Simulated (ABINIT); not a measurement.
# SnO2 (Pnnm): G0W0 on several meshes in ABINIT

Wanted: mesh dependence and cost of G0W0 for SnO2 (Pnnm).

Method: LDA and many-body steps on it, plane waves, in ABINIT 10.8.3.

### 1. Set-up

It takes space group Pnnm (No. 58, orthorhombic). Conventional cell: a = 4.788 Å, b = 4.867 Å, c = 3.241 Å, α = 90.00°, β = 90.00°, γ = 90.00°. Nearest to Sn lie 6 O at 2.09 to 2.10 Å. O has 3 Sn at 2.09 to 2.10 Å nearest. Farther neighbours and most contacts between anions are not listed.

The cell and positions are those that the Materials Project relaxed with its own functionals (PBE, PBE+U or r2SCAN), kept fixed. This is not the form that SnO2 usually takes at ambient conditions.

### 2. Empty states on the mesh, 2×2×4 mesh, 374 bands

This step: ABINIT 10.8.3; DFT, LDA, plane waves, norm-conserving pseudopotentials.

The sums over transitions need many empty states on a uniform mesh; this step solves for them.

File run.abi:

```
acell 3*1.0 Angstrom
rprim 
  4.788004000000 0.000000000000 0.000000000000
  0.000000000000 4.866582000000 0.000000000000
  0.000000000000 0.000000000000 3.240898000000
ntypat 2
znucl 50 8
natom 6
typat 1 1 2 2 2 2
xred 
  0.500000000000 0.500000000000 0.500000000000
  0.000000000000 0.000000000000 0.000000000000
  0.291855000000 0.321042000000 0.000000000000
  0.791855000000 0.178958000000 0.500000000000
  0.208145000000 0.821042000000 0.500000000000
  0.708145000000 0.678958000000 0.000000000000
pp_dirpath "pseudos"
pseudos "Sn.upf, O.upf"
ecut 42
ngkpt 2 2 4
nshiftk 1
shiftk 0 0 0
kptopt 1
chksymbreak 0
iscf -2
irdden 1
istwfk *1
nband 374
nbdbuf 34
tolwfr 1e-09
nstep 60
prtvol 0
indata_prefix "in"
outdata_prefix "out"
tmpdata_prefix "tmp"
```

Started as:

```
$ OMP_NUM_THREADS=1 mpirun -n 8 abinit run.abi > log
```

Numbers of over 12 decimals in the logs are rounded to 6 here.

The log of the run:

```text
.Version 10.8.3 of ABINIT. v10.8.2 released Aug 2026.

 Symmetries : space group Pn n m (# 58); Bravais oP (primitive ortho.)
[... echo of the input left out ...]
== DATASET  1 ==================================================================
-   mpi_nproc: 8, omp_nthreads: 1 (-1 if OMP is not activated)
-    --> not optimal distribution: autoparal keyword recommended in input file <--

--- !DatasetInfo
iteration_state: {dtset: 1, }
dimensions: {natom: 6, nkpt: 12, mband: 374, nsppol: 1, nspinor: 1, nspden: 1, mpw: 6680, }
cutoff_energies: {ecut:  42.0, pawecutdg:  -1.0, }
[...]
5.45783    5.45837    5.46125    5.49402    5.49864    5.52135    5.52781    5.52812
   5.53034    5.53124    5.53154    5.54363    5.57120    5.59478    5.59802    5.60220
   5.61345    5.61617    5.62862    5.64496    5.66271    5.67659
 prteigrs : prtvol=0 or 1, do not print more k-points.

== END DATASET(S) ==============================================================
================================================================================

 -outvars: echo values of variables after computation  --------
            nband         374
             nkpt          12
          spgroup          58
 [... the other variables as echoed above ...]

 Calculation completed.
```

The job ended after 4.1 min (8 MPI ranks of Arm Neoverse V2, shared host; peak memory 1.1 GiB).

Numbers from this step:

- gap: 0.6789 eV
- k of the valence top: 0, 0, 0
- k of the conduction bottom: 0, 0, 0
- least direct gap: 0.6789 eV
- k points computed: 12
- lowest point of the top converged band, above the valence top: 136.4825 eV

On this mesh the gap is 0.679 eV.

The density comes from a self-consistent run that is not shown.

### 3. Screening, 2×2×4 mesh, 94 bands, screening to 68.6 eV

The RPA dielectric matrix is built and inverted for each q.

This step: RPA screening on LDA, plane waves, norm-conserving pseudopotentials.

run.abi: that of step 2 with these lines changed.

```diff
@@ -24,10 +24,11 @@
 chksymbreak 0
-iscf -2
-irdden 1
 istwfk *1
-nband 374
-nbdbuf 34
-tolwfr 1e-09
-nstep 60
-prtvol 0
+occopt 1
+irdwfk 1
+optdriver 3
+nband 94
+ecuteps 2.52
+inclvkb 2
+awtr 1
+symchi 1
 indata_prefix "in"
```

The log of the run:

```text
.Version 10.8.3 of ABINIT. v10.8.2 released Aug 2026.

 Symmetries : space group Pn n m (# 58); Bravais oP (primitive ortho.)
[... echo of the input left out ...]
== DATASET  1 ==================================================================
-   mpi_nproc: 8, omp_nthreads: 1 (-1 if OMP is not activated)

--- !DatasetInfo
iteration_state: {dtset: 1, }
dimensions: {natom: 6, nkpt: 12, mband: 94, nsppol: 1, nspinor: 1, nspden: 1, mpw: 6680, }
cutoff_energies: {ecut:  42.0, pawecutdg:  -1.0, }
electrons: {nelect:   6.80000000E+01, charge:   0.00000000E+00, occopt:   1.00000000E+00, tsmear:   1.00000000E-02, }

 SCREENING: Calculation of the susceptibility and dielectric matrices

 Based on a program developped by R.W. Godby, V. Olevano, G. Onida, and L. Reining.
 Incorporated in ABINIT by V. Olevano, G.-M. Rignanese, and M. Torrent.
.Using double precision arithmetic ; gwpc =  8

[... cell and pseudopotentials left out ...]
--------------------------------------------------------------------------------

 ==== K-mesh for the wavefunctions ====
 Number of points in the irreducible wedge :    12
[... list of points left out ...]
 Together with  8 symmetry operations and time-reversal symmetry
 yields    16 points in the full Brillouin Zone.

 ==== Q-mesh for the screening function ====
 Number of points in the irreducible wedge :    12
[... list of points left out ...]
 Together with  8 symmetry operations and time-reversal symmetry
 yields    16 points in the full Brillouin Zone.

 setmesh: FFT mesh size selected  =    36x   36x   24
          total number of points  =        31104

 vcoul_init : cutoff-mode = AUXILIARY_FUNCTION
 q-points for optical limit:   1
     1)      0.000010    0.000020    0.000030

- screening: taking advantage of time-reversal symmetry
- Maximum band index for partially occupied states nbvw = 34
- Remaining bands to be divided among processors   nbcw = 60
- Number of bands treated by each node ~7

 Number of electrons calculated from density =   68.0000; Expected =   68.0000
 average of density, n =  0.133435
 r_s =    1.2140
 omega_plasma =   35.2363 [eV]

 calculating chi0 at frequencies [eV] :
  1    0.000000E+00    0.000000E+00
  2    0.000000E+00    3.523626E+01

--------------------------------------------------------------------------------
  q-point number  1        q = ( 0.000000, 0.000000, 0.000000) [r.l.u.]
--------------------------------------------------------------------------------
[... chi0 elements left out ...]
 For q-point:  0.000010 0.000020 0.000030
  dielectric constant =   6.8237
  dielectric constant without local fields =   6.9755

  Average fulfillment of the sum rule on Im[epsilon] for q-point    1 :     38.21  [%]
[... wings left out ...]
  q-point number  2        q = ( 0.500000, 0.000000, 0.000000) [r.l.u.]
--------------------------------------------------------------------------------
[... chi0 elements left out ...]
  Average fulfillment of the sum rule on Im[epsilon] for q-point    2 :     46.28  [%]

 [... 10 further q-points ...]
```

Wall time 30 s (8 MPI ranks); peak memory 3 GiB.

This step gave:

```
ε∞ with local fields, on this mesh, along the program's q direction : 6.824
the same without local fields                                       : 6.976
plasma frequency                                                    : 35.24 eV
plane waves in the screening matrix                                 : 97
```

Local fields lower ε∞ by 2 %. On a Γ-centred mesh this coarse the value itself is usually too large, while a short band sum pulls it down.

### 4. 2×2×4

The self-energy is evaluated for the states that the input lists, and the levels follow from it, in one-shot runs by the linearised quasiparticle equation.

This step: G0W0 on LDA, plane waves, norm-conserving pseudopotentials.

run.abi: that of step 3 with these lines changed.

```diff
@@ -27,8 +27,29 @@
 irdwfk 1
-optdriver 3
+optdriver 4
 nband 94
+gwcalctyp 0
+ecutsigx 42
+symsigma 1
+nkptgw 8
+kptgw 
+  0.0000000000 0.0000000000 0.0000000000
+  0.5000000000 0.0000000000 0.0000000000
+  0.0000000000 0.5000000000 0.0000000000
+  0.5000000000 0.5000000000 0.0000000000
+  0.0000000000 0.0000000000 0.5000000000
+  0.5000000000 0.0000000000 0.5000000000
+  0.0000000000 0.5000000000 0.5000000000
+  0.5000000000 0.5000000000 0.5000000000
+bdgw 
+  33 36
+  33 36
+  33 36
+  33 36
+  33 36
+  33 36
+  33 36
+  33 36
 ecuteps 2.52
-inclvkb 2
-awtr 1
-symchi 1
+irdscr 1
+ppmodel 1
 indata_prefix "in"
```

The log of the run:

```text
.Version 10.8.3 of ABINIT. v10.8.2 released Aug 2026.

 Symmetries : space group Pn n m (# 58); Bravais oP (primitive ortho.)
[... echo of the input left out ...]
== DATASET  1 ==================================================================
-   mpi_nproc: 8, omp_nthreads: 1 (-1 if OMP is not activated)

--- !DatasetInfo
iteration_state: {dtset: 1, }
dimensions: {natom: 6, nkpt: 12, mband: 94, nsppol: 1, nspinor: 1, nspden: 1, mpw: 6680, }
cutoff_energies: {ecut:  42.0, pawecutdg:  -1.0, }
electrons: {nelect:   6.80000000E+01, charge:   0.00000000E+00, occopt:   1.00000000E+00, tsmear:   1.00000000E-02, }

 SIGMA: Calculation of the GW corrections

 Based on a program developped by R.W. Godby, V. Olevano, G. Onida, and L. Reining.
 Incorporated in ABINIT by V. Olevano, G.-M. Rignanese, and M. Torrent.
.Using double precision arithmetic ; gwpc =  8

[... cell and pseudopotentials left out ...]
--------------------------------------------------------------------------------

 ==== K-mesh for the wavefunctions ====
 Number of points in the irreducible wedge :    12
[... list of points left out ...]
 Together with  8 symmetry operations and time-reversal symmetry
 yields    16 points in the full Brillouin Zone.

 ==== Q-mesh for screening function ====
 Number of points in the irreducible wedge :    12
[... list of points left out ...]
 Together with  8 symmetry operations and time-reversal symmetry
 yields    16 points in the full Brillouin Zone.

 vcoul_init : cutoff-mode = AUXILIARY_FUNCTION
 q-points for optical limit:   1
     1)      0.000010    0.000020    0.000030
 setmesh: FFT mesh size selected  =    54x   54x   36
          total number of points  =       104976

 Number of electrons calculated from density =   68.0000; Expected =   68.0000
 average of density, n =  0.133435
 r_s =    1.2140
 omega_plasma =   35.2363 [eV]

 === KS Band Gaps ===
  >>>> For spin  1
   Minimum direct gap =   0.6791 [eV], located at k-point      :   0.0000  0.0000  0.0000
   Fundamental gap    =   0.6791 [eV], Top of valence bands at :   0.0000  0.0000  0.0000
                                       Bottom of conduction at :   0.0000  0.0000  0.0000
 SIGMA fundamental parameters:
 PLASMON POLE MODEL  1
 number of plane-waves for SigmaX                 6573
 number of plane-waves for SigmaC and W             97
 number of plane-waves for wavefunctions          6573
 number of bands                                    94
 number of independent spin polarizations            1
 number of spinorial components                      1
 number of k-points in IBZ                          12
 number of q-points in IBZ                          12
 number of symmetry operations                       8
 number of k-points in BZ                           16
 number of q-points in BZ                           16
 number of frequencies for dSigma/dE                 9
 frequency step for dSigma/dE [eV]                0.25
 number of omega for Sigma on real axis              0
 max omega for Sigma on real axis  [eV]           0.00
 zcut for avoiding poles [eV]                     0.10

 EPSILON^-1 parameters (SCR file):
 dimension of the eps^-1 matrix on file             97
 dimension of the eps^-1 matrix used                97
 number of plane-waves for wavefunctions          6573
 number of bands                                    94
 number of q-points in IBZ                          12
 number of frequencies                               2
 number of real frequencies                          1
 number of imag frequencies                          1

 matrix elements of self-energy operator (all in [eV])

 Perturbative Calculation

--- !SelfEnergy_ee
iteration_state: {dtset: 1, }
kpoint     : [   0.000,    0.000,    0.000, ]
spin       : 1
KS_gap     :    0.679
QP_gap     :    2.009
Delta_QP_KS:    1.330
data: !SigmaeeData |
     Band     E0 <VxcDFT>   SigX SigC(E0)      Z dSigC/dE  Sig(E)    E-E0       E
       33   5.006 -19.677 -25.272   5.362   0.783  -0.278 -19.859  -0.182   4.824
       34   5.618 -19.657 -24.993   5.135   0.788  -0.269 -19.815  -0.158   5.460
       35   6.297 -17.193 -13.551  -2.230   0.831  -0.203 -16.020   1.173   7.469
       36  11.113 -16.926 -11.066  -3.558   0.827  -0.210 -15.023   1.903  13.016

--- !SelfEnergy_ee
iteration_state: {dtset: 1, }
kpoint     : [   0.500,    0.000,    0.000, ]
spin       : 1
KS_gap     :    4.134
QP_gap     :    6.007
Delta_QP_KS:    1.873
data: !SigmaeeData |
     Band     E0 <VxcDFT>   SigX SigC(E0)      Z dSigC/dE  Sig(E)    E-E0       E
       33   5.187 -19.509 -25.275   5.456   0.783  -0.277 -19.751  -0.242   4.945
       34   5.187 -19.509 -25.275   5.456   0.783  -0.277 -19.751  -0.242   4.945
[...]
--- !SelfEnergy_ee
iteration_state: {dtset: 1, }
kpoint     : [   0.000,    0.500,    0.000, ]
spin       : 1
KS_gap     :    4.417
QP_gap     :    6.284
Delta_QP_KS:    1.867
data: !SigmaeeData |
     Band     E0 <VxcDFT>   SigX SigC(E0)      Z dSigC/dE  Sig(E)    E-E0       E
[...]
--- !SelfEnergy_ee
iteration_state: {dtset: 1, }
kpoint     : [   0.500,    0.500,    0.000, ]
spin       : 1
KS_gap     :    4.883
QP_gap     :    7.046
Delta_QP_KS:    2.164
data: !SigmaeeData |
     Band     E0 <VxcDFT>   SigX SigC(E0)      Z dSigC/dE  Sig(E)    E-E0       E
[...]
--- !SelfEnergy_ee
iteration_state: {dtset: 1, }
kpoint     : [   0.000,    0.000,    0.500, ]
spin       : 1
KS_gap     :    6.471
QP_gap     :    8.995
Delta_QP_KS:    2.524
data: !SigmaeeData |
     Band     E0 <VxcDFT>   SigX SigC(E0)      Z dSigC/dE  Sig(E)    E-E0       E
[...]
--- !SelfEnergy_ee
iteration_state: {dtset: 1, }
kpoint     : [   0.500,    0.000,    0.500, ]
spin       : 1
KS_gap     :    6.458
QP_gap     :    8.720
Delta_QP_KS:    2.263
data: !SigmaeeData |
     Band     E0 <VxcDFT>   SigX SigC(E0)      Z dSigC/dE  Sig(E)    E-E0       E
[...]
--- !SelfEnergy_ee
iteration_state: {dtset: 1, }
kpoint     : [   0.000,    0.500,    0.500, ]
spin       : 1
KS_gap     :    6.251
QP_gap     :    8.510
Delta_QP_KS:    2.259
data: !SigmaeeData |
     Band     E0 <VxcDFT>   SigX SigC(E0)      Z dSigC/dE  Sig(E)    E-E0       E
[...]
--- !SelfEnergy_ee
iteration_state: {dtset: 1, }
kpoint     : [   0.500,    0.500,    0.500, ]
spin       : 1
KS_gap     :    4.871
QP_gap     :    7.070
Delta_QP_KS:    2.199
data: !SigmaeeData |
     Band     E0 <VxcDFT>   SigX SigC(E0)      Z dSigC/dE  Sig(E)    E-E0       E
[...]
34   4.970 -19.262 -25.400   5.691   0.780  -0.283 -19.611  -0.349   4.621
       35   9.841 -17.397 -11.991  -3.174   0.829  -0.206 -15.547   1.850  11.691
       36   9.841 -17.397 -11.991  -3.174   0.829  -0.206 -15.547   1.850  11.691

== END DATASET(S) ==============================================================
================================================================================

 -outvars: echo values of variables after computation  --------
           etotal      0.0000000000E+00
            nband          94
             nkpt          12
          spgroup          58
 [... the other variables as echoed above ...]

 Calculation completed.
```

Run time: 7.2 s. Hardware: 8 MPI ranks; peak memory 1.8 GiB.

This step gave:

```yaml
g0w0_gap_on_the_mesh: 2.009 eV
starting_gap_on_the_mesh: 0.6789 eV
k_of_the_valence_top: 0, 0, 0
k_of_the_conduction_bottom: 0, 0, 0
z_at_the_valence_top: 0.788
z_at_the_conduction_bottom: 0.831
least_direct_g0w0_gap_on_the_computed_points: 2.009 eV
```

The gap on the mesh goes from 0.68 eV to 2.01 eV, a correction of +1.33 eV.

### 5. Empty states on the mesh, 2×2×2 mesh, 102 bands

This step: DFT, LDA, plane waves, norm-conserving pseudopotentials.

File run.abi:

```
acell 3*1.0 Angstrom
rprim 
  4.788004000000 0.000000000000 0.000000000000
  0.000000000000 4.866582000000 0.000000000000
  0.000000000000 0.000000000000 3.240898000000
ntypat 2
znucl 50 8
natom 6
typat 1 1 2 2 2 2
xred 
  0.500000000000 0.500000000000 0.500000000000
  0.000000000000 0.000000000000 0.000000000000
  0.291855000000 0.321042000000 0.000000000000
  0.791855000000 0.178958000000 0.500000000000
  0.208145000000 0.821042000000 0.500000000000
  0.708145000000 0.678958000000 0.000000000000
pp_dirpath "pseudos"
pseudos "Sn.upf, O.upf"
ecut 42
ngkpt 2 2 2
nshiftk 1
shiftk 0 0 0
kptopt 1
chksymbreak 0
iscf -2
irdden 1
istwfk *1
nband 102
nbdbuf 8
tolwfr 1e-09
nstep 60
prtvol 0
indata_prefix "in"
outdata_prefix "out"
tmpdata_prefix "tmp"
```

The log of the run:

```text
.Version 10.8.3 of ABINIT. v10.8.2 released Aug 2026.

 Symmetries : space group Pn n m (# 58); Bravais oP (primitive ortho.)
[... echo of the input left out ...]
== DATASET  1 ==================================================================
-   mpi_nproc: 8, omp_nthreads: 1 (-1 if OMP is not activated)

--- !DatasetInfo
iteration_state: {dtset: 1, }
dimensions: {natom: 6, nkpt: 8, mband: 102, nsppol: 1, nspinor: 1, nspden: 1, mpw: 6680, }
cutoff_energies: {ecut:  42.0, pawecutdg:  -1.0, }
[...]
1.54479    1.55291    1.65098    1.65209    1.66523    1.72592    1.72931    1.74203
   1.74673    1.77987    1.78397    1.82893    1.85219    1.88876    1.89676    1.90076
   1.90359    1.90525    1.96836    1.98408    1.98797    2.00134
 prteigrs : prtvol=0 or 1, do not print more k-points.

== END DATASET(S) ==============================================================
================================================================================

 -outvars: echo values of variables after computation  --------
            nband         102
             nkpt           8
          spgroup          58
 [... the other variables as echoed above ...]

 Calculation completed.
```

It took 20 s on 8 MPI ranks; peak memory 0.66 GiB.

This step gave:

| Item | Value |
| --- | --- |
| gap | 0.6789 eV |
| k of the valence top | 0, 0, 0 |
| k of the conduction bottom | 0, 0, 0 |
| least direct gap | 0.6789 eV |
| k points computed | 8 |
| lowest point of the top converged band, above the valence top | 42.86 eV |

On this mesh the gap is 0.679 eV.

(Part 1 of 2 ends here.)

[Paths, hosts, dates, memory and timing lines, banners, echoed tables and standing remarks are left out of the program output.]

[Logs are printed without paths, hosts, clocks, repeated set-up lines and the standing remarks that a program may print on its own settings, such as how far it seeks lower states.]

[Runs of the session that timed out or met a known fault of the program may be left out.]

[Hosts, paths, dates, database ids (printed as entryN), source tags and the programs' standing remarks are cut or masked in the printed files.]

[G0W0 gaps are taken among the corrected bands and points alone; a level outside them can change the order at an edge.]

[Where Ansatz stands beside ABINIT at settings called matched, ABINIT's density can come from a denser mesh and the files from another edition; pairs whose starting gaps differed by over 0.03 eV were left out, so agreement reads better than it is.]
